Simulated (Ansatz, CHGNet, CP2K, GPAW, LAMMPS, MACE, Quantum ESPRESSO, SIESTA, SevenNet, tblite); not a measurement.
# Which run comes nearest? Glassy 71SiO2-12Al2O3-17CaO (mol %) (74 atoms)

Density of this cell: 2.66 g/cm³. The cell holds 74 atoms: 17 Si, 6 Al, 4 Ca and 47 O. Cell: a = 9.897 Å, b = 9.897 Å, c = 9.897 Å, α = 90.0°, β = 90.0°, γ = 90.0°. 74 atoms (17 Si, 6 Al, 4 Ca, 47 O) placed at random at 2.49 g/cm³, melted at 4000 K for 10 ps at fixed volume with the Morse and Coulomb pair potential with partial charges (Pedone, Malavasi, Menziani, Cormack and Segre, J. Phys. Chem. B 110, 11780 (2006)). Quenched from 4000 K to 300 K at 500 K/ps and fixed volume, held 10 ps at zero pressure.

Geometry: as built.

The reference, a calculation:

- method: Kohn-Sham DFT, PBE, PAW, plane waves (Ansatz 0.2.0); cutoff 420 eV, Γ point, fermi-dirac smearing of 0.05 eV; PAW set soft_2
- r.m.s. force component: 1.394 eV/Å
- longest force: 4.875 eV/Å
- pressure: 6.599 GPa
- gap (highest filled to lowest empty level): 2.902 eV
- SCF cycles: 9
- time: 5 s on 8 threads of Arm Neoverse V2, shared host
- CPU time: 35 s

**Question.** The same geometry is run in other programs. How far does each lie from the reference, and what does it cost?
- GPAW revPBE, LCAO dzp, h 0.18 Å (GPAW 26.7.0; 1 thread)
- SIESTA PBE, DZP, shift 0.01 Ry, mesh 200 Ry (SIESTA 5.4.2; 1 thread)
- SIESTA LDA, DZP, shift 0.01 Ry, mesh 500 Ry (SIESTA 5.4.2; 2 MPI ranks)
- GPAW PBE, LCAO sz(dzp), h 0.18 Å (GPAW 26.7.0; 1 thread)
- SIESTA PBE, SZ, shift 0.01 Ry, mesh 500 Ry (SIESTA 5.4.2; 1 thread)
- SIESTA PBE, DZP, shift 0.01 Ry, mesh 500 Ry (SIESTA 5.4.2; 2 MPI ranks)
- CP2K PBE, DZVP-MOLOPT-SR, 300/50 Ry, OT CG (CP2K 2026.2; 2 threads)
- tblite GFN2-xTB (tblite 0.8.0; 1 thread)
- CP2K PBE, DZVP-MOLOPT-SR, 600/50 Ry, OT CG (CP2K 2026.2; 4 MPI ranks)
- CP2K PBE, DZVP-MOLOPT-SR, 210/50 Ry, OT CG (CP2K 2026.2; 2 threads)

Differences are against the plane-wave reference, forces as r.m.s. over components; share is that over the reference's r.m.s. force, slope the least-squares factor from reference forces to these. Total energies of different programs have different zeros and aren't compared.

```csv
run,"Δ force, r.m.s. (meV/Å)",share (%),slope,Δ pressure (GPa),Δ gap (eV),cores,CPU time,memory (GiB)
reference,-,-,-,-,-,8,35 s,1.2
"GPAW revPBE, LCAO dzp, h 0.18 Å",375,26.9,1.165,-,0.0923,1,2.6 min,1.5
"SIESTA PBE, DZP, shift 0.01 Ry, mesh 200 Ry",265,19.0,1.056,3.20,-0.461,1,87 s,0.68
"SIESTA LDA, DZP, shift 0.01 Ry, mesh 500 Ry",216,15.5,0.969,-5.24,-0.571,2,4.7 min,2.2
"GPAW PBE, LCAO sz(dzp), h 0.18 Å (coarse)",1105,79.2,1.300,-,-0.49,1,49 s,1.1
"SIESTA PBE, SZ, shift 0.01 Ry, mesh 500 Ry (coarse)",1055,75.7,1.353,18.0,-1.45,1,89 s,0.93
"SIESTA PBE, DZP, shift 0.01 Ry, mesh 500 Ry",265,19.0,1.055,3.24,-0.461,2,5.2 min,2.2
"CP2K PBE, DZVP-MOLOPT-SR, 300/50 Ry, OT CG (coarse)",142,10.2,0.995,0.183,-0.0094,2,5.4 min,0.74
tblite GFN2-xTB,474,34.0,0.860,-7.71,-,1,7.6 s,0.12
"CP2K PBE, DZVP-MOLOPT-SR, 600/50 Ry, OT CG",102,7.28,0.988,0.0607,-0.005,4,8.8 min,2.6
"CP2K PBE, DZVP-MOLOPT-SR, 210/50 Ry, OT CG (coarse)",155,11.1,0.985,0.431,-0.0229,2,6 min,0.6
```

Rows marked coarse were listed beforehand as settings not expected to be converged; some can still land near the reference.

CPU time is summed over cores on a shared host, where runs went side by side, so it is rough. Symmetry, cutoffs, thresholds, outputs and thread counts weren't matched or tuned between programs; memory under MPI is the largest rank's times the ranks.

The PBE runs in local orbitals, coarse settings apart, differ by 7.3 % (CP2K PBE, DZVP-MOLOPT-SR, 600/50 Ry, OT CG) to 19 % (SIESTA PBE, DZP, shift 0.01 Ry, mesh 200 Ry); basis, grid and potentials can all enter. Tight binding differs by 34 % (tblite GFN2-xTB); it is another model, with fitted parameters of its own, and the xTB methods hold dispersion. Rows with another functional or a dispersion term differ by 15 % (SIESTA LDA, DZP, shift 0.01 Ry, mesh 500 Ry) to 27 % (GPAW revPBE, LCAO dzp, h 0.18 Å), which mixes the change of model with differences of basis and potentials. Runs with settings chosen to be coarse differ by 10 % (CP2K PBE, DZVP-MOLOPT-SR, 300/50 Ry, OT CG) to 79 % (GPAW PBE, LCAO sz(dzp), h 0.18 Å), their programs' other errors included. Periodic xTB results under one method name differ between programs and library versions. The network of bonds at the start is that of the classical potential that made the cell, and needn't be the one that DFT or experiment would give. The electronic-structure runs sample only Γ, in a cell whose shortest periodic width is 10 Å.

[Logs are printed without paths, hosts, clocks, repeated set-up lines and the standing remarks that a program may print on its own settings, such as how far it seeks lower states.]

[Hosts, paths, dates, database ids (printed as entryN), source tags and the programs' standing remarks are cut or masked in the printed files.]
